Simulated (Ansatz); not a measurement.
# Li2BeSi2 (built on the SrSi2Ag2 structure): following an unstable mode

Which phase does Li2BeSi2 (built on the SrSi2Ag2 structure) fall into along its unstable mode, and how much energy does it gain?

Program: Ansatz 0.2.0. Level of theory: DFT PBEsol, scalar-relativistic, plane waves, PAW. Values are calculated unless marked as measured.

The structure was built from a prototype and need not be the compound's stable phase.

### 1. Starting point

The structure is tetragonal, space group I4/mmm (No. 139). Conventional cell: a = 3.438 Å, b = 3.438 Å, c = 11.786 Å, α = 90.00°, β = 90.00°, γ = 90.00°. Be has 8 Si at 2.67 Å nearest. Si has 1 Si at 2.19 Å and 4 Li at 2.53 Å and 4 Be at 2.67 Å nearest. Nearest to Li lie 4 Li at 2.43 Å and 4 Si at 2.53 Å. Farther neighbours, and contacts between anions beyond the nearest, are not listed.

### 2. Response at finite wavevector

Stability and thermal properties need the whole zone. Linear response on a 2×2×2 q mesh gives force constants as far as a supercell of that size would.

The input, input.yaml:

```yaml
crystal:
  lattice:
    - [-1.7192334977, 1.7192334977, 5.8929231129]
    - [1.7192334977, -1.7192334977, 5.8929231129]
    - [1.7192334977, 1.7192334977, -5.8929231129]
  atoms:
    - { symbol: Be, position: [0.0, 0.0, 0.0] }
    - { symbol: Si, position: [0.4069268842, 0.4069268842, 0.0] }
    - { symbol: Si, position: [0.5930731158, 0.5930731158, 0.0] }
    - { symbol: Li, position: [0.75, 0.25, 0.5] }
    - { symbol: Li, position: [0.25, 0.75, 0.5] }
kpoints:
  mp_grid: { grid: [16, 16, 16] }
hamiltonian:
  xc: pbesol
scf:
  occupations: { method: methfessel_paxton, width: 0.2 }
output:
  eigenvalues: true
phonons:
  method: dfpt
  qmesh: [2, 2, 2]
  temperatures: { t_max: 1000, t_step: 50 }
  qpath:
    path:
      - [[0.0, 0.0, 0.0], [0.0, 0.0, 0.5], [0.25, 0.25, 0.25], [0.0, 0.5, 0.0], [0.0, 0.0, 0.0], [0.5, 0.5, -0.5], [0.27127885, 0.72872115, -0.27127885]]
      - [[-0.27127885, 0.27127885, 0.27127885], [0.0, 0.0, 0.0]]
      - [[0.0, 0.0, 0.5], [-0.0425577, 0.0425577, 0.5]]
      - [[0.5, 0.5, -0.0425577], [0.5, 0.5, -0.5]]
    npoints: 10
```

Run with:

```sh
$ ansatz run input.yaml --threads 8 --pin off --max-ram 14336MiB --backend cpu --events-out ev --progress --plain --runs-dir out
```

Output:

```text
Warning: phonons: the dynamical matrix that this run interpolates holds no multipole term above the dipole-dipole one, and a site of this crystal is no centre of inversion, so its interpolated transverse optical and acoustic branches and sound speeds can stay off near Gamma, and the density of states and the thermodynamics with them. What a run solves at a wave vector of phonons.qpoints, Gamma apart, where the deck admits one, is free of this, and under fd what a larger phonons.supercell samples
Engine: ansatz 0.2.0, aarch64-unknown-linux-gnu
Pseudopotentials: kind: paw
Pseudopotential: Be, paw, valence charge 2, recommended cutoff 420 eV (normal), Be.paw.azcp
Pseudopotential: Si, paw, valence charge 4, recommended cutoff 420 eV (normal), Si.paw.azcp
Pseudopotential: Li, paw, valence charge 3, recommended cutoff 420 eV (normal), Li.paw.azcp
Functional definition: PBEsol
  exchange = pbesol_x
  correlation = pbesol_c
Crystal: 5 atoms, lattice volume = 69.672 Å³
Basis set: ecut = 420 eV, 1371 PW (Γ), exchange–correlation on 90×90×90 points (8 copies of the dense FFT grid, shifted against one another)
Bands: 13, of which v1, the nominal top of the filled ones, is band 8 counted from 1 (7 counted from 0)
Symmetry: 16 space group operations
k-points: 349 of 4096
Non-local potential: Be, projectors of the file, l = 0: 2, l = 1: 2, l = 2: 1
Non-local potential: Si, projectors of the file, l = 0: 2, l = 1: 2, l = 2: 2
Non-local potential: Li, projectors of the file, l = 0: 3, l = 1: 2, l = 2: 1
PAW form: soft (Blöchl's): semilocal exchange-correlation on the pseudo side does not see the compensation charge
PAW frozen core: Be, regenerated for the run's functional, and the local potential with it (the file was generated under x = pbe(κ = 0.804, μ = 0.219515), c = pbe(β = 0.066725))
PAW frozen core: Si, regenerated for the run's functional, and the local potential with it (the file was generated under x = pbe(κ = 0.804, μ = 0.219515), c = pbe(β = 0.066725))
PAW one-centre angular grid: Be, 110 points (default); XC on 64 Gauss nodes
PAW one-centre angular grid: Si, 110 points (default); XC on 64 Gauss nodes
PAW one-centre angular grid: Li, 110 points (default); XC on 64 Gauss nodes
Initial density: superposition of atomic densities (neutral atoms: chi_scale 0, normalization atom), corrected by the library's trained network
Initial wavefunctions: pseudopotential atomic-orbital guess
Functional: x = pbesol(κ = 0.804, μ = 0.123457), c = pbesol(β = 0.046)
SCF iter   1: F=—  HF=-1738.192167 eV  |F-HF|=—  |Δ(HF+E_count)|=         —  Δρ=2.52e-3  dr2=3.39e-3  ethr=1.77e-3  ⟨swp⟩=5.1  Hψ=28296  notcnv=0
preconditioner: auto → Kerker (q_TF=auto, 2.135 Å⁻¹)  [metal: Δε(μ)=0.004 eV  Ē_g=7.391 eV  σ=0.200 eV  W_gap=0.02  n_scr=12 (ndim 8)  ℏωp=15.4 eV  f_vac=0.000  D(μ)=0.90/eV (n_scr^D=2)]
SCF iter   2: F=—  HF=-1738.190785 eV  |F-HF|=—  |Δ(HF+E_count)|=   1.38e-3  S|Δr|=    0.00e0  Δρ=1.32e-3  dr2=9.71e-4  ethr=2.12e-5  ⟨swp⟩=2.4  Hψ=9796  notcnv=0
SCF iter   3: F=—  HF=-1738.190500 eV  |F-HF|=—  |Δ(HF+E_count)|=   2.85e-4  S|Δr|=    0.00e0  Δρ=3.46e-4  dr2=8.03e-5  ethr=6.07e-6  ⟨swp⟩=2.5  Hψ=6122  notcnv=0
SCF iter   4: F=—  HF=-1738.190493 eV  |F-HF|=—  |Δ(HF+E_count)|=   6.78e-6  S|Δr|=    0.00e0  Δρ=8.73e-5  dr2=6.37e-6  ethr=5.02e-7  ⟨swp⟩=1.4  Hψ=5092  notcnv=0
SCF iter   5: F=—  HF=-1738.190491 eV  |F-HF|=—  |Δ(HF+E_count)|=   2.42e-6  S|Δr|=    0.00e0  Δρ=1.34e-5  dr2=1.95e-7  ethr=3.98e-8  ⟨swp⟩=2.0  Hψ=6017  notcnv=0
SCF iter   6: F=—  HF=-1738.190483 eV  |F-HF|=—  |Δ(HF+E_count)|=   7.80e-6  S|Δr|=    0.00e0  Δρ=1.64e-6  dr2=2.64e-9  ethr=1.22e-9  ⟨swp⟩=2.1  Hψ=5349  notcnv=0
SCF iter   7: F=—  HF=-1738.190483 eV  |F-HF|=—  |Δ(HF+E_count)|=  2.21e-10  S|Δr|=    0.00e0  Δρ=3.26e-7  dr2=1.08e-10  ethr=1.65e-11  ⟨swp⟩=2.3  Hψ=6144  notcnv=0
SCF iter   8: F=-1738.190483 eV  HF=-1738.190483 eV  |F-HF|=2.27e-13  |Δ(HF+E_count)|=  1.48e-11  S|Δr|=    0.00e0  Δρ=4.35e-8  dr2=1.22e-12  ethr=1.00e-12  ⟨swp⟩=7.0  Hψ=19779  notcnv=0
SCF 1 converged in 8 iterations: F = -1738.190483 eV  dr2 = 1.22e-12
  greatest PAW one-centre occupation: 1.000 electrons in one spin orbital (limit 2), on the Li atom at site 4 (counted from 0), in its partial waves of l = 0
Initial density: read from a saved state, or passed on in memory by an earlier SCF of this step, an earlier step, the calling program or the single point that the run made first
iter 1 solved again at ethr=1.97e-6 eV; its pass at ethr=3.10e-3 eV (dr2=3.16e-4 eV) is discarded
SCF iter   1: F=—  HF=-1738.190490 eV  |F-HF|=—  |Δ(HF+E_count)|=         —  Δρ=2.37e-6  dr2=3.29e-9  ethr=1.97e-6  ⟨swp⟩=2.3  Hψ=38329  notcnv=0
eigensolver tolerance schedule: the retry pair's looser diagonalisation over-reported the residual by 95830.33 of it (diagonalisation noise at an unbounded share of the residual, at the tolerance the schedule requests for it); recorded, not acted on — ethr = c·dr2/N_el stays at c = 1.0e-1
preconditioner: auto → Kerker (q_TF=auto, 2.135 Å⁻¹)  [metal: Δε(μ)=0.008 eV  Ē_g=7.387 eV  σ=0.200 eV  W_gap=0.03  n_scr=12 (ndim 8)  ℏωp=15.4 eV  f_vac=0.000  D(μ)=0.90/eV (n_scr^D=2)]
SCF iter   2: F=—  HF=-1738.190483 eV  |F-HF|=—  |Δ(HF+E_count)|=   7.41e-6  S|Δr|=    0.00e0  Δρ=1.08e-6  dr2=6.79e-10  ethr=2.06e-11  ⟨swp⟩=3.2  Hψ=9805  notcnv=0
SCF iter   3: F=—  HF=-1738.190483 eV  |F-HF|=—  |Δ(HF+E_count)|=  1.90e-10  S|Δr|=    0.00e0  Δρ=7.41e-7  dr2=3.24e-10  ethr=4.25e-12  ⟨swp⟩=1.0  Hψ=4537  notcnv=0
SCF iter   4: F=—  HF=-1738.190483 eV  |F-HF|=—  |Δ(HF+E_count)|=  9.69e-11  S|Δr|=    0.00e0  Δρ=4.48e-7  dr2=1.18e-10  ethr=2.02e-12  ⟨swp⟩=1.0  Hψ=4537  notcnv=0
SCF iter   5: F=—  HF=-1738.190483 eV  |F-HF|=—  |Δ(HF+E_count)|=  2.75e-11  S|Δr|=    0.00e0  Δρ=3.04e-7  dr2=5.41e-11  ethr=1.00e-12  ⟨swp⟩=1.0  Hψ=4537  notcnv=0
SCF iter   6: F=—  HF=-1738.190483 eV  |F-HF|=—  |Δ(HF+E_count)|=  1.30e-11  S|Δr|=    0.00e0  Δρ=1.83e-7  dr2=1.96e-11  ethr=1.00e-12  ⟨swp⟩=1.0  Hψ=4537  notcnv=0
SCF iter   7: F=-1738.190483 eV  HF=-1738.190483 eV  |F-HF|=3.41e-12  |Δ(HF+E_count)|=  5.46e-12  S|Δr|=    0.00e0  Δρ=9.87e-8  dr2=5.33e-12  ethr=1.00e-12  ⟨swp⟩=2.0  Hψ=8418  notcnv=0
SCF 2 converged in 7 iterations: F = -1738.190483 eV  dr2 = 5.33e-12
phonons: the bands overlap, so this run is a metal and interpolates without the dipole-dipole term. If the crystal is really an insulator or semiconductor, its LO-TO splitting is missing
NSCF: frozen V_eff on 349 k-points
WARN: eigensolver did not converge in 13 slots of this pass, the one above among them; of largest residual over every band (k=3): 1 band(s) unlocked (lowest unlocked band 12, counted from 0; max residual 6.43e-4 eV among the unlocked bands, 6.43e-4 eV over every band); of lowest unlocked band (k=1): band 12
NSCF: frozen V_eff on 621 k-points
DFPT response loops at q = (0, 0, 0) (fractional): preconditioner auto → Kerker (q_TF=auto, 2.135 Å⁻¹) (partly filled bands, converged f_vac=0.000); β = 1.00, the filter's whole step (`scf.mixing.beta` (0.50) is not read by the response loops under this deck's `scf.mixing.preconditioner`; to damp them name `kerker` or `kerker_dos`, under which they read `scf.mixing.beta`, and type it under 1.00, their step now; both keys bind the ground state too); Broyden in place of MSR1
NSCF: frozen V_eff on 2196 k-points
DFPT response loops at q = (0, 0, -0.5) (fractional): mixed as the last ones told, above
NSCF: frozen V_eff on 2196 k-points
DFPT response loops at q = (0, -0.5, 0) (fractional): mixed as the last ones told, above
NSCF: frozen V_eff on 1242 k-points
DFPT response loops at q = (-0.5, -0.5, -0.5) (fractional): mixed as the last ones told, above
SCF converged after 8 iterations
Stability not checked: this state was not tested for a lower state beside it, because cold or Methfessel-Paxton smearing, or corrected tetrahedra, fill the levels in a way that the test cannot read (fill_not_monotonic; see scf.lower_state_search)
Free energy (F): -1738.190483 eV
Harris-Foulkes:  -1738.190483 eV  (|F-HF|=2.27e-13)
Internal energy: -1738.193221 eV  (E = F + TS)
E sigma→0 (E₀):  -1738.191167 eV
Entropy (-TS):   0.002738 eV (0.548 meV/atom)
Fermi energy:    5.971873 eV
Step filling:    the computed levels leave a gap of 0.0083 eV = 0.0 smearing widths at the electron count; against every level under it full and every level over it empty, smearing changes F+E_penalty+E_count by +0.388 meV and its σ→0 estimate by -0.296 meV
--- Per-component energies (eV) ---
  E_band       = -141.390380
  E_kinetic    = 142.275210
  E_local      = -265.080314  (includes V_loc(G=0)·N_el)
  E_nonlocal   = -9.507695
  E_hartree    = 80.546086
  E_xc         = -149.492662
  E_vxc        = -141.099838  (∫ρ·V_xc dr)
  E_paw        = -1093.726324  (= ΣΔE_a)
  E_vpaw       = -29.069944  (= ΣTr[D̂ρ^β])
  E_aug_tail   = 0.000032  (compensation charges beyond the density's cutoff)
  E_ewald      = -443.280206
  E_core_change = 0.072653  (= ΣΔE_core)
  E_smearing   = 0.002738  (= −TS)
  E_closure    = 0.000000  (closes the sum)
  Σ components = -1738.190483   (vs F -1738.190483, Δ=0.00e0)
--- Band table (eV; the first three rows and the last of 349) ---
  k-point 0: bands = [... 4 lower, 1.4856, 5.5474, 5.5474, 7.7377, 7.7377, 8.0475, 8.4013, 9.5999, ... 1 higher]
  k-point 1: bands = [... 4 lower, 1.5350, 5.1233, 5.1569, 6.9032, 7.5552, 8.5995, 9.1820, 10.1415, ... 1 higher]
  k-point 2: bands = [... 4 lower, 1.6787, 4.3482, 4.3504, 5.8850, 7.1040, 9.7193, 10.0271, 11.3250, ... 1 higher]
  k-point 348: bands = [... 4 lower, 3.0388, 5.2547, 5.2547, 6.5280, 7.7647, 9.5568, 9.5568, 9.8824, ... 1 higher]
--- Phonons (Γ-DFPT): 6 representative perturbations + reference (Σ response iterations 18) ---
  ASR residual: 1.324e-5 → 0.000e0 eV/Å²; symmetrization residual: 8.050e-7 eV/Å²
  ASR residual per site (eV/Å²): 1.21e-5 1.32e-5 1.32e-5 1.29e-5 1.29e-5
  Γ frequencies (cm⁻¹): 0.00 0.00 0.00 98.22 98.22 102.67 134.15 134.15 285.47 285.47 325.27 457.17 510.71 510.71 561.96
--- Phonons (arbitrary-q DFPT): 4 irreducible q on the 2×2×2 mesh ---
  q = [0.0000, 0.0000, 0.0000] (star 1, of the zone-centre solve; hermiticity 8.48e-8, symmetrization 2.24e-15): 0.00 0.00 0.00 98.22 98.22 102.67 134.15 134.15 285.47 285.47 325.27 457.17 510.71 510.71 561.96
  q = [0.0000, 0.0000, -0.5000] (star 2, 6 solved perturbations in 5157 linear systems a pass and spin channel, the states on 1098 of 4096 k-point pairs; hermiticity 7.66e-8, symmetrization 3.98e-14): -143.70 -129.39 -82.37 93.30 111.20 164.94 174.17 179.36 184.16 248.09 368.45 389.15 496.43 549.16 599.02
  q = [0.0000, -0.5000, 0.0000] (star 4, 9 solved perturbations on 1098 of 4096 k-point pairs; hermiticity 7.21e-8, symmetrization 4.60e-14): -106.32 -96.86 -65.53 -56.03 77.66 121.34 140.63 196.68 351.06 393.60 400.53 406.23 408.03 419.30 563.38
  q = [-0.5000, -0.5000, -0.5000] (star 1, 6 solved perturbations in 2910 linear systems a pass and spin channel, the states on 621 of 4096 k-point pairs; hermiticity 3.32e-8, symmetrization 5.71e-14): -64.76 -64.76 87.42 87.42 118.12 159.09 159.09 256.06 279.03 279.03 333.60 351.08 513.70 513.70 594.97
  sum rule: each row above includes the acoustic sum rule's correction from the zone centre's row sums; it moved no ω² by more than (0.71 cm⁻¹)²
  mesh force constants: q→R imaginary residual 3.11e-18; ASR residual 1.324e-5 → 0.000e0 eV/Å²; symmetrization residual 1.421e-14 eV/Å²
  interpolated dispersion: 94 rows × 15 modes
  density of states and harmonic sums: on the 20×20×26 q-mesh, interpolated from the force constants of a 2×2×2 supercell (no non-analytic term)
  largest difference from the sums on the solved wave vectors: F 1.85e-1 eV, S 2.39e-4 and C_V 5.78e-5 eV/K
  zero-point energy: 0.219086 eV/cell   skipped modes (ω ≤ 0): 7240, of them read as no rigid motion or as one in doubt: 7237 (2.745e0 modes/cell left out, lowest -143.70 cm⁻¹)   left out of the sums: 1.83e-1 of the cell's modes: C_V's classical limit lies that fraction below 3 k_B per atom; for a crystal, a wire or a layer, F and S can be off by more, and a phonons.interpolated_qmesh denser along its periods is the remedy for the sampling
```

The job ended after 5.1 min (8 threads of Arm Neoverse V2, shared host; peak memory 2.6 GiB).

Read from the output:

| Item | Value |
| --- | --- |
| volume per atom | 13.93 Å³ |
| gap on the k-mesh | 0 eV |
| sum-rule residual before enforcement | 1.32e-5 eV/Å² |
| lowest frequency on the path | -143.7 cm⁻¹ |
| point group | 4/mmm |
| highest frequency on path, mesh or solved points | 599.0 cm⁻¹ |
| highest optical mode at the zone centre (no LO-TO term) | 562.0 cm⁻¹ |
| lowest optical zone-centre mode | 98.22 cm⁻¹ |
| lowest mode on the q mesh (acoustic modes at Γ apart) | -143.7 cm⁻¹ |

Frequencies (cm⁻¹) solved at each irreducible wavevector; negative means imaginary. Frequencies by wavevector, by row:

```tsv
q in reciprocal lattice units	star	mode 1	mode 2	mode 3	mode 4	mode 13	mode 14	mode 15
0 0 0	1	0	0	0	98.2	510.7	510.7	562
0 0 -0.5	2	-143.7	-129.4	-82.4	93.3	496.4	549.2	599
0 -0.5 0	4	-106.3	-96.9	-65.5	-56	408	419.3	563.4
-0.5 -0.5 -0.5	1	-64.8	-64.8	87.4	87.4	513.7	513.7	595
```

Interpolated from a 2×2×2 q mesh, rough between the solved points. The phonon branches at the labelled points (cm⁻¹):

```tsv
point	branch 1	branch 2	branch 3	branch 4	branch 12	branch 13	branch 14	branch 15
Γ	0	0	0	98	457	511	511	562
halfway	-117	-91	32	47	414	425	530	564
X	-144	-129	-82	93	389	496	549	599
halfway	-142	-133	-65	81	386	496	550	599
P	-139	-139	37	37	380	496	551	598
halfway	-128	-106	-61	54	394	480	513	580
N	-106	-97	-66	-56	406	408	419	563
halfway	-60	-60	-25	42	433	482	482	563
Γ	0	0	0	98	457	511	511	562
halfway	-47	-47	91	91	414	512	512	581
M	-65	-65	87	87	351	514	514	595
halfway	-68	-8	52	75	357	485	490	586
S	-108	-93	-68	34	404	414	425	566
jump to S0	-108	-93	-68	34	404	414	425	566
halfway	-77	-68	-15	-6	437	476	479	558
Γ	0	0	0	98	457	511	511	562
jump to X	-144	-129	-82	93	389	496	549	599
halfway	-143	-129	-82	92	389	497	548	599
R	-142	-128	-80	89	388	497	545	598
jump to G′	-142	-128	-80	89	388	497	545	598
halfway	-103	-47	-31	75	405	417	513	587
M	-65	-65	87	87	351	514	514	595
```

Symmetry leaves 4 wavevectors to solve. The lowest mode among them, the acoustic zeros apart, lies at q = (0, 0, -0.5) and is imaginary, 143.7i cm⁻¹, so the energy falls along it.

### 3. The mode frozen in, largest atomic shift 0 Å

The mode followed lies at q = (0, 0, -0.5) with frequency 143.7i cm⁻¹, the softest among the wavevectors solved. At small amplitude the pattern taken leaves space group no. 64 by a symmetry search on the positions. The undistorted cell that holds it gives the zero of energy on the same k mesh.

System of this step: Li2BeSi2 (built on the SrSi2Ag2 structure). Symmetry: I4/mmm, No. 139, tetragonal system. Conventional cell: a = 3.438 Å, b = 3.438 Å, c = 11.786 Å, α = 90.00°, β = 90.00°, γ = 90.00°. Nearest to Be lie 8 Si at 2.67 Å. Si has 1 Si at 2.19 Å and 4 Li at 2.53 Å and 4 Be at 2.67 Å nearest. Li has 4 Li at 2.43 Å and 4 Si at 2.53 Å nearest. Farther neighbours, and contacts between anions beyond the nearest, are not listed.

The input, input.yaml:

```yaml
crystal:
  lattice:
    - [3.4384669955, 3.4384669955, 0.0]
    - [-3.4384669955, 3.4384669955, 0.0]
    - [-1.7192334977, 1.7192334977, 5.8929231129]
  atoms:
    - { symbol: Be, position: [0.5, 0.5, 0.0] }
    - { symbol: Be, position: [0.0, 0.0, 0.0] }
    - { symbol: Si, position: [0.0, 0.5930731158, 0.8138537683] }
    - { symbol: Si, position: [0.5, 0.0930731158, 0.8138537683] }
    - { symbol: Si, position: [0.0, 0.4069268842, 0.1861462317] }
    - { symbol: Si, position: [0.5, 0.9069268842, 0.1861462317] }
    - { symbol: Li, position: [0.25, 0.0, 0.5] }
    - { symbol: Li, position: [0.75, 0.5, 0.5] }
    - { symbol: Li, position: [0.25, 0.5, 0.5] }
    - { symbol: Li, position: [0.75, 1.0, 0.5] }
kpoints:
  mp_grid: { grid: [8, 8, 8] }
hamiltonian:
  xc: pbesol
scf:
  occupations: { method: methfessel_paxton, width: 0.2 }
output:
  forces: true
  stress: true
  eigenvalues: true
```

Output:

```text
[...]
Crystal: 10 atoms, lattice volume = 139.345 Å³
Basis set: ecut = 420 eV, 2739 PW (Γ), exchange–correlation on 72×72×90 points (8 copies of the dense FFT grid, shifted against one another)
Bands: 26, of which v1, the nominal top of the filled ones, is band 16 counted from 1 (15 counted from 0)
Symmetry: 16 space group operations
[...]
k-points: 105 of 512
[...]
k-point 0: bands = [... 12 lower, 4.7810, 4.9375, 5.0146, 5.5467, 5.5467, 6.1873, 7.7364, 7.7365, ... 6 higher]
  k-point 1: bands = [... 12 lower, 4.5643, 4.9483, 5.0027, 5.4937, 5.4938, 6.5288, 7.9041, 7.9041, ... 6 higher]
  k-point 2: bands = [... 12 lower, 4.3719, 4.9749, 4.9749, 5.3830, 5.3830, 6.9193, 7.6119, 7.8870, ... 6 higher]
  k-point 104: bands = [... 12 lower, 3.0233, 3.0233, 7.4049, 7.4049, 7.7240, 7.7240, 8.4092, 8.4092, ... 6 higher]
[key lines of the parts left out:]
SCF converged after 6 iterations
Free energy (F): -3476.367040 eV
Fermi energy:    5.955246 eV
P = ⅓ Tr σ = -0.0102 GPa (-0.102 kbar)
```

The job ended after 2.4 s (8 threads; peak memory 0.73 GiB).

This step gave:

| Property | Result |
| --- | --- |
| pressure | -0.01015 GPa |
| energy from the undistorted cell | 0 meV/atom |

The run ends at a pressure of -0.01 GPa, with forces up to 0.0013 eV/Å.

### 4. The mode frozen in, largest atomic shift 0.45 Å

The atoms are moved along the unstable eigenvector, the largest shift by 0.45 Å, with the cell fixed.

The input, input.yaml:

```yaml
crystal:
  lattice:
    - [3.4384669955, 3.4384669955, 0.0]
    - [-3.4384669955, 3.4384669955, 0.0]
    - [-1.7192334977, 1.7192334977, 5.8929231129]
  atoms:
    - { symbol: Be, position: [0.5, 0.5, 0.0] }
    - { symbol: Be, position: [0.0, 0.0, 0.0] }
    - { symbol: Si, position: [-0.0925406735, 0.5930731158, 0.8138537683] }
    - { symbol: Si, position: [0.5925406735, 0.0930731158, 0.8138537683] }
    - { symbol: Si, position: [0.0925406735, 0.4069268842, 0.1861462317] }
    - { symbol: Si, position: [0.4074593265, 0.9069268842, 0.1861462317] }
    - { symbol: Li, position: [0.25, -0.0227858122, 0.5455716244] }
    - { symbol: Li, position: [0.75, 0.5227858122, 0.4544283756] }
    - { symbol: Li, position: [0.25, 0.4772141878, 0.5455716244] }
    - { symbol: Li, position: [0.75, 1.0227858122, 0.4544283756] }
kpoints:
  mp_grid: { grid: [8, 8, 8] }
hamiltonian:
  xc: pbesol
scf:
  occupations: { method: methfessel_paxton, width: 0.2 }
output:
  forces: true
  stress: true
  eigenvalues: true
```

Output:

```text
[...]
Crystal: 10 atoms, lattice volume = 139.345 Å³
Basis set: ecut = 420 eV, 2739 PW (Γ), exchange–correlation on 72×72×90 points (8 copies of the dense FFT grid, shifted against one another)
Bands: 26, of which v1, the nominal top of the filled ones, is band 16 counted from 1 (15 counted from 0)
Symmetry: 8 space group operations
[...]
k-points: 105 of 512
[...]
k-point 0: bands = [... 12 lower, 4.0395, 4.6005, 4.6181, 5.1635, 6.2344, 6.4904, 7.5590, 8.2265, ... 6 higher]
  k-point 1: bands = [... 12 lower, 4.0582, 4.1769, 4.7752, 5.1577, 6.1743, 6.8184, 7.4283, 8.1991, ... 6 higher]
  k-point 2: bands = [... 12 lower, 3.6987, 4.1049, 4.7426, 5.1682, 6.0511, 7.0339, 7.3897, 8.1016, ... 6 higher]
  k-point 104: bands = [... 12 lower, 3.6268, 3.6268, 7.1940, 7.1940, 8.1315, 8.1315, 8.3120, 8.3120, ... 6 higher]
[key lines of the parts left out:]
SCF converged after 6 iterations
Free energy (F): -3476.867367 eV
Fermi energy:    6.271054 eV
P = ⅓ Tr σ = 0.0935 GPa (0.935 kbar)
```

Wall time 2.4 s (8 threads); peak memory 0.74 GiB.

This step gave:

| Quantity | Value |
| --- | --- |
| pressure | 0.09348 GPa |
| energy from the undistorted cell | -50.01 meV/atom |

The energy, extrapolated to zero smearing, is -50.01 meV/atom against the undistorted cell.

The run ends at a pressure of 0.09 GPa, with forces up to 0.80 eV/Å.

(Continued in part 2 of 2.)

[Long decimals in the printed logs are rounded to 6 places.]

[Logs are printed without paths, hosts, clocks, repeated set-up lines and the standing remarks that a program may print on its own settings, such as how far it seeks lower states.]

[Hosts, paths, dates, database ids (printed as entryN), source tags and the programs' standing remarks are cut or masked in the printed files.]

[Where the starting crystal was built by hand or by swapping elements, it need not be the compound's stable phase.]
